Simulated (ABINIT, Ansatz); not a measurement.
# Quasiparticle gap of Cs2H6Pt (Fm-3m) in ABINIT

How does a plane-wave GW calculation on Cs2H6Pt (Fm-3m) run from the first input to the gap?

Calculated with ABINIT 10.8.3; LDA and many-body steps on it, plane waves.

## Step 1: The structure

Symmetry: Fm-3m, No. 225, cubic system. The conventional cell has a = 8.972 Å, b = 8.972 Å, c = 8.972 Å, α = 90.00°, β = 90.00°, γ = 90.00°. Cs has 12 H at 3.23 Å nearest. Nearest to H lie 1 Pt at 1.64 Å and 4 H at 2.32 Å and 4 Cs at 3.23 Å. Pt has 6 H at 1.64 Å nearest. Farther neighbours are not listed.

The cell and positions are those that the Materials Project relaxed with its own functionals (PBE, PBE+U or r2SCAN), kept fixed. Spin-orbit coupling is left out unless a step names it.

## Step 2: Ground state

This step: ABINIT 10.8.3; DFT, LDA, plane waves, norm-conserving pseudopotentials.

The ground-state density comes first.

Contents of run.abi:

```
acell 3*1.0 Angstrom
rprim 
  0.000000000000 4.486174700000 4.486174700000
  4.486174700000 0.000000000000 4.486174700000
  4.486174700000 4.486174700000 0.000000000000
ntypat 3
znucl 55 1 78
natom 9
typat 1 1 2 2 2 2 2 2 3
xred 
  0.750000000000 0.750000000000 0.750000000000
  0.250000000000 0.250000000000 0.250000000000
  0.816861770000 0.816861770000 0.183138230000
  0.183138230000 0.816861770000 0.183138230000
  0.816861770000 0.183138230000 0.183138230000
  0.183138230000 0.183138230000 0.816861770000
  0.816861770000 0.183138230000 0.816861770000
  0.183138230000 0.816861770000 0.816861770000
  0.000000000000 0.000000000000 0.000000000000
pp_dirpath "pseudos"
pseudos "Cs.upf, H.upf, Pt.upf"
ecut 34
ngkpt 4 4 4
nshiftk 1
shiftk 0 0 0
kptopt 1
chksymbreak 0
nband 29
occopt 1
tolvrs 1e-10
nstep 60
prtwf 0
optforces 0
optstress 0
indata_prefix "in"
outdata_prefix "out"
tmpdata_prefix "tmp"
```

Started as:

```sh
$ OMP_NUM_THREADS=1 mpirun -n 4 abinit run.abi > log
```

Numbers of over 12 decimals in the logs are rounded to 6 here.

Log:

```text
.Version 10.8.3 of ABINIT. v10.8.2 released Aug 2026.

 Symmetries : space group Fm -3 m (#225); Bravais cF (face-center cubic)
================================================================================
 Values of the parameters that define the memory need of the present run
     intxc =       0    ionmov =       0      iscf =       7    lmnmax =       8
     lnmax =       8     mgfft =      64  mpssoang =       4    mqgrid =    3001
     natom =       9  nloc_mem =       1    nspden =       1   nspinor =       1
    nsppol =       1      nsym =      48    n1xccc =    2501    ntypat =       3
    occopt =       1   xclevel =       1
-    mband =          29        mffmem =           1         mkmem =           2
       mpw =       11524          nfft =      262144          nkpt =           8
================================================================================
  Rough estimation (10% accuracy) of disk space for files :
================================================================================

--------------------------------------------------------------------------------
------------- Echo of variables that govern the present computation ------------
--------------------------------------------------------------------------------
 -outvars: echo values of preprocessed input variables --------
            acell      1.8897261259E+00  1.8897261259E+00  1.8897261259E+00 Bohr

      chksymbreak           0
             ecut      3.40000000E+01 Hartree
-          fftalg         312

              ixc       -1012
              kpt      0.00000000E+00  0.00000000E+00  0.00000000E+00
                       2.50000000E-01  0.00000000E+00  0.00000000E+00
                       5.00000000E-01  0.00000000E+00  0.00000000E+00
                       2.50000000E-01  2.50000000E-01  0.00000000E+00
                       5.00000000E-01  2.50000000E-01  0.00000000E+00
                      -2.50000000E-01  2.50000000E-01  0.00000000E+00
                       5.00000000E-01  5.00000000E-01  0.00000000E+00
                      -2.50000000E-01  5.00000000E-01  2.50000000E-01
         kptrlatt        4    0    0      0    4    0      0    0    4
          kptrlen      4.79567825E+01
P           mkmem           2
            natom           9
            nband          29
            ngfft          64      64      64
             nkpt           8
            nstep          60
             nsym          48
           ntypat           3
              occ      2.000000  2.000000  2.000000  2.000000  2.000000  2.000000
                       2.000000  2.000000  2.000000  2.000000  2.000000  2.000000
                       2.000000  2.000000  2.000000  2.000000  2.000000  2.000000
                       2.000000  2.000000  2.000000  0.000000  0.000000  0.000000
                       0.000000  0.000000  0.000000  0.000000  0.000000
        optforces           0
        optstress           0
            prtwf           0
            rprim      0.0000000000E+00  4.4861747000E+00  4.4861747000E+00
                       4.4861747000E+00  0.0000000000E+00  4.4861747000E+00
                       4.4861747000E+00  4.4861747000E+00  0.0000000000E+00
          spgroup         225

           tolvrs      1.00000000E-10

             xred      7.5000000000E-01  7.5000000000E-01  7.5000000000E-01
                       2.5000000000E-01  2.5000000000E-01  2.5000000000E-01
[...]
znucl       55.00000    1.00000   78.00000

================================================================================

 chkinp: Checking input parameters for consistency.

================================================================================
== DATASET  1 ==================================================================
-   mpi_nproc: 4, omp_nthreads: 1 (-1 if OMP is not activated)

--- !DatasetInfo
iteration_state: {dtset: 1, }
dimensions: {natom: 9, nkpt: 8, mband: 29, nsppol: 1, nspinor: 1, nspden: 1, mpw: 11524, }
cutoff_energies: {ecut:  34.0, pawecutdg:  -1.0, }
electrons: {nelect:   4.20000000E+01, charge:   0.00000000E+00, occopt:   1.00000000E+00, tsmear:   1.00000000E-02, }

 Real(R)+Recip(G) space primitive vectors, cartesian coordinates (Bohr,Bohr^-1):
 R(1)=  0.0000000  8.4776415  8.4776415  G(1)= -0.0589787  0.0589787  0.0589787
 R(2)=  8.4776415  0.0000000  8.4776415  G(2)=  0.0589787 -0.0589787  0.0589787
 R(3)=  8.4776415  8.4776415  0.0000000  G(3)=  0.0589787  0.0589787 -0.0589787
 Unit cell volume ucvol=  1.2185831E+03 bohr^3
 Angles (23,13,12)=  6.00000000E+01  6.00000000E+01  6.00000000E+01 degrees

 getcut: wavevector=  0.0000  0.0000  0.0000  ngfft=  64  64  64
         ecut(hartree)=     34.000   => boxcut(ratio)=   2.03369

--- Pseudopotential description ------------------------------------------------
- Cs Generated using ONCVPSP code by D. R. Hamann
- 55.00000   9.00000  201201                  znucl, zion, pspdat
12 -1012 3 -1 2328                            pspcod,pspxc,lmax,lloc,mmax
     nproj     2     2     2     2
  pspatm : epsatm=   21.68725381
         --- l  ekb(1:nproj) -->
[...]
pspatm: atomic psp has been read  and splines computed

- H Generated using ONCVPSP code by D. R. Hamann
-  1.00000   1.00000  180309                  znucl, zion, pspdat
12 -1012 1 -1 1180                            pspcod,pspxc,lmax,lloc,mmax
[...]
--- l  ekb(1:nproj) -->
[...]
1   -0.275071
 pspatm: atomic psp has been read  and splines computed

- Pt Generated using ONCVPSP code by D. R. Hamann
- 78.00000  18.00000  180309                  znucl, zion, pspdat
12 -1012 3 -1 1340                            pspcod,pspxc,lmax,lloc,mmax
     nproj     2     2     2     2
  pspatm : epsatm=   26.53268550
         --- l  ekb(1:nproj) -->
[...]
pspatm: atomic psp has been read  and splines computed

   3.02541057E+03                                ecore*ucvol(ha*bohr**3)
--------------------------------------------------------------------------------

_setup2: Arith. and geom. avg. npw (full set) are   11528.078   11528.047

================================================================================

--- !BeginCycle
iteration_state: {dtset: 1, }
solver: {iscf: 7, nstep: 60, nline: 4, wfoptalg: 0, }
tolerances: {tolvrs: 1.00E-10, }

     iter   Etot(hartree)      deltaE(h)  residm     vres2
 ETOT  1  -180.88896105485    -1.809E+02 9.235E-02 5.456E+02
 ETOT  2  -180.96276620972    -7.381E-02 2.133E-02 1.593E+03
 ETOT  3  -181.14424449314    -1.815E-01 1.775E-03 7.758E+01
 ETOT  4  -181.14789371380    -3.649E-03 3.123E-03 1.653E+00
 ETOT  5  -181.14803029468    -1.366E-04 3.824E-04 4.939E-01
 ETOT  6  -181.14803732011    -7.025E-06 4.614E-04 1.243E-01
 ETOT  7  -181.14804114214    -3.822E-06 6.136E-05 5.347E-03
 ETOT  8  -181.14804140081    -2.587E-07 6.135E-05 7.172E-04
 ETOT  9  -181.14804146368    -6.287E-08 2.724E-05 4.918E-05
 ETOT 10  -181.14804146861    -4.933E-09 2.549E-05 2.201E-08
 ETOT 11  -181.14804146864    -2.680E-11 1.425E-05 3.278E-08
 ETOT 12  -181.14804146866    -2.501E-11 2.024E-05 8.593E-09
 ETOT 13  -181.14804146867    -3.382E-12 1.406E-05 8.136E-12

 At SCF step   13       vres2   =  8.14E-12 < tolvrs=  1.00E-10 =>converged.

--- !ResultsGS
iteration_state: {dtset: 1, }
comment   : Summary of ground state results
lattice_vectors:
- [  0.0000000,   8.4776415,   8.4776415, ]
- [  8.4776415,   0.0000000,   8.4776415, ]
- [  8.4776415,   8.4776415,   0.0000000, ]
lattice_lengths: [  11.98920,   11.98920,   11.98920, ]
lattice_angles: [ 60.000,  60.000,  60.000, ] # degrees, (23, 13, 12)
lattice_volume:   1.2185831E+03
convergence: {deltae: -3.382E-12, res2:  8.136E-12, residm:  1.406E-05, diffor:  0.000E+00, }
etotal    :  -1.81148041E+02
entropy   :   0.00000000E+00
fermie    :   1.23520712E-02
cartesian_stress_tensor: null
pressure_GPa: null
xred      :
- [  7.5000E-01,   7.5000E-01,   7.5000E-01, Cs]
- [  2.5000E-01,   2.5000E-01,   2.5000E-01, Cs]
- [  8.1686E-01,   8.1686E-01,   1.8314E-01,  H]
- [  1.8314E-01,   8.1686E-01,   1.8314E-01,  H]
- [  8.1686E-01,   1.8314E-01,   1.8314E-01,  H]
- [  1.8314E-01,   1.8314E-01,   8.1686E-01,  H]
- [  8.1686E-01,   1.8314E-01,   8.1686E-01,  H]
- [  1.8314E-01,   8.1686E-01,   8.1686E-01,  H]
- [  0.0000E+00,   0.0000E+00,   0.0000E+00, Pt]
cartesian_forces: null
force_length_stats: {min: null, max: null, mean: null, }

 Integrated electronic density in atomic spheres:
 ------------------------------------------------
 Atom  Sphere_radius  Integrated_density
[...]
================================================================================

 ----iterations are completed or convergence reached----

 Mean square residual over all n,k,spin=   10.668E-08; max=  14.055E-06
 reduced coordinates (array xred) for    9 atoms
[...]
0.816861770000      0.183138230000      0.183138230000
       0.183138230000      0.183138230000      0.816861770000
       0.816861770000      0.183138230000      0.816861770000
       0.183138230000      0.816861770000      0.816861770000
       0.000000000000      0.000000000000      0.000000000000
 rms dE/dt=  0.0000E+00; max dE/dt=  0.0000E+00; dE/dt below (all hartree)
    1       0.000000000000      0.000000000000      0.000000000000
    2       0.000000000000      0.000000000000      0.000000000000
    3       0.000000000000      0.000000000000      0.000000000000
    4       0.000000000000      0.000000000000      0.000000000000
    5       0.000000000000      0.000000000000      0.000000000000
    6       0.000000000000      0.000000000000      0.000000000000
    7       0.000000000000      0.000000000000      0.000000000000
    8       0.000000000000      0.000000000000      0.000000000000
    9       0.000000000000      0.000000000000      0.000000000000

 cartesian coordinates (angstrom) at end:
    1      6.729262     6.729262     6.729262
[...]
5      1.643180     4.486175     4.486175
    6      4.486175     4.486175     1.643180
    7      4.486175     7.329169     4.486175
    8      7.329169     4.486175     4.486175
    9      0.000000     0.000000     0.000000
 length scales=  1.889726125908  1.889726125908  1.889726125908 bohr
              =  1.000000000000  1.000000000000  1.000000000000 angstroms
 prteigrs : about to open file out_EIG
 Fermi (or HOMO) energy (hartree) =   0.01235   Average Vxc (hartree)=  -0.29331
 Eigenvalues (hartree) for nkpt=   8  k points:
 kpt#   1, nband= 29, wtk=  0.01563, kpt=  0.0000  0.0000  0.0000 (reduced coord)
  -3.54964   -1.86033   -1.86033   -1.86033   -0.71252   -0.70935   -0.23258   -0.23258
  -0.23258   -0.21960   -0.21960   -0.21960   -0.16336   -0.13570   -0.13570   -0.01658
  -0.01658   -0.01658   -0.00721   -0.00721   -0.00721    0.16447    0.18366    0.18366
   0.29355    0.29355    0.29355    0.34077    0.34211
 prteigrs : prtvol=0 or 1, do not print more k-points.

--- !EnergyTerms
iteration_state     : {dtset: 1, }
comment             : Components of total free energy in Hartree
kinetic             :  5.04564712548322E+01
hartree             :  6.44960295285695E+01
xc                  : -3.93895906860034E+01
Ewald energy        : -8.39524159771464E+01
psp_core            :  2.48272820169483E+00
local_psp           : -1.89411179749361E+02
non_local_psp       :  1.41699159587490E+01
total_energy        : -1.81148041468665E+02
total_energy_eV     : -4.92928932410683E+03
band_energy         : -2.47847667500295E+01

== END DATASET(S) ==============================================================
================================================================================

 -outvars: echo values of variables after computation  --------
           etotal     -1.8114804147E+02
            nband          29
             nkpt           8
          spgroup         225
 [... the other variables as echoed above ...]

 Calculation completed.
```

Elapsed: 43 s, on 4 MPI ranks of Arm Neoverse V1, shared host; peak memory 0.52 GiB; 2.8 min of CPU time.

Numbers from this step:

```yaml
total_energy: -4929.2893 eV
gap: 3.620 eV
k_of_the_valence_top: 0.5, 0.5, 0
k_of_the_conduction_bottom: 0.5, 0.5, 0
least_direct_gap: 3.620 eV
```

The gap is direct, at (0.500, 0.500, 0.000).

[end of part 1 of 3]

[Paths, hosts, dates, memory and timing lines, banners, echoed tables and standing remarks are left out of the program output.]

[Logs are printed without paths, hosts, clocks, repeated set-up lines and the standing remarks that a program may print on its own settings, such as how far it seeks lower states.]

[Runs of the session that timed out or met a known fault of the program may be left out.]

[Hosts, paths, dates, database ids (printed as entryN), source tags and the programs' standing remarks are cut or masked in the printed files.]

[G0W0 gaps are taken among the corrected bands and points alone; a level outside them can change the order at an edge.]

[Where Ansatz stands beside ABINIT at settings called matched, ABINIT's density can come from a denser mesh and the files from another edition; pairs whose starting gaps differed by over 0.03 eV were left out, so agreement reads better than it is.]
